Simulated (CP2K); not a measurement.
Consider silylacetylene at its PBE geometry (Å).

```xyz
7

C     1.9573   -0.1113   -0.1937
C     0.7468   -0.0416   -0.0755
Si   -1.0624    0.0607    0.1056
H     3.0215   -0.1730   -0.3003
H    -1.6574    0.5797   -1.1556
H    -1.6091   -1.2933    0.3919
H    -1.3968    0.9789    1.2276
```

Method: CP2K XAS_TDP, all-electron GAPW, PBEh(45%), aug-pc-1, TDA, ZORA, spin–orbit coupling.

Where do the Si L₂,₃-edge lines lie, and how strong are they?

Leading lines: Si3 101.18 eV. The leading line of an atom is its first one with 35 % of the strongest within 2.5 eV of its lowest line over the strength cut. 

The first six lines of each atom with a strength over 0.0003:

```csv
atom,energy (eV),states,"strength, one atom"
Si3 (bonded to C and 3 H),101.11,2,0.0006
,101.14,2,0.0003
,101.18,4,0.0059
,101.21,2,0.0026
,101.33,1,0.0066
,101.56,2,0.0009
```

Lines are vertical, at one geometry, with no vibrational structure. Without a correction of the core level, line positions, and the gaps between valence and Rydberg lines, follow the share of exact exchange. Rydberg lines, and the discretised continuum above threshold, depend on the basis and the box.

[Banner, clock and machine lines of the logs are left out without a mark of their own.]

[Logs are printed without paths, hosts, clocks, repeated set-up lines and the standing remarks that a program may print on its own settings, such as how far it seeks lower states.]

[Hosts, paths, dates, database ids (printed as entryN), source tags and the programs' standing remarks are cut or masked in the printed files.]
